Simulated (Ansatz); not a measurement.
# Tunnelling across a broken Ag chain: predicting one gap

Set-up. Ansatz 0.2.0, plane waves with PAW datasets at the program's default cutoffs, Fermi-Dirac smearing of 0.05 eV, chains in boxes 7.5 Å wide or more, moments seeded when the perfect chain is relaxed. PBE, no spin-orbit coupling; one bond is opened by s Å beyond its relaxed length, the other atoms of a straight cell of 12 kept, without spin, and the conductance taken at 300 K.

| run | G (G₀) | largest error term (%) | s | ln G |
| --- | --- | --- | --- | --- |
| +1.8 Å | 0.3017 | 0 | 1.8 | −1.198 |
| +2.5 Å | 0.09028 | 1 | 2.5 | −2.405 |
| +3.3 Å | 0.01873 | 1 | 3.3 | −3.978 |

One run is withheld: run = +4.2 Å, with s = 4.2. Fit a straight line ln G = a + b × s to the 3 rows shown and predict it.

**Fit.** The means are 2.533 for s and −2.527 for ln G. The sum of products of deviations is −2.09 and the sum of squares in s is 1.127, so b = −2.09 / 1.127 = −1.855 and a = −2.527 − (−1.855) × 2.533 = 2.173. The residuals' standard deviation, with 1 degree of freedom, is σ = 0.074.

**Prediction.** ln G = 2.173 + (−1.855) × 4.2 = −5.619, that is 0.00363 G₀. The run gave 0.00289 G₀ (ln G = −5.848), so the prediction less the run is +0.23. The standard error of a prediction there, σ√(1 + 1/3 + (4.2 − 2.533)²/1.127), is 0.14, and the miss is 1.6 times that, for a point outside the fitted range. With so few rows σ is itself uncertain.

**Limits.** Between neighbouring runs the slope of ln G lies between −2.08 and −1.72 per Å, so one exponential is an approximation; it is flattest at the narrowest gap, nearest to contact. Error terms (up to 2 %, withheld run included) bound how much a small miss can mean. Broken ends may want a moment where none was allowed. No image potential, spin-orbit coupling or relaxation; a bent or dimerised chain may be lower in energy. Series of this kind are told only where this holds: one magnetic state in all runs, error terms under 60 %, and the runs' own leads conduct as the perfect chain does. 36 of 42 did.
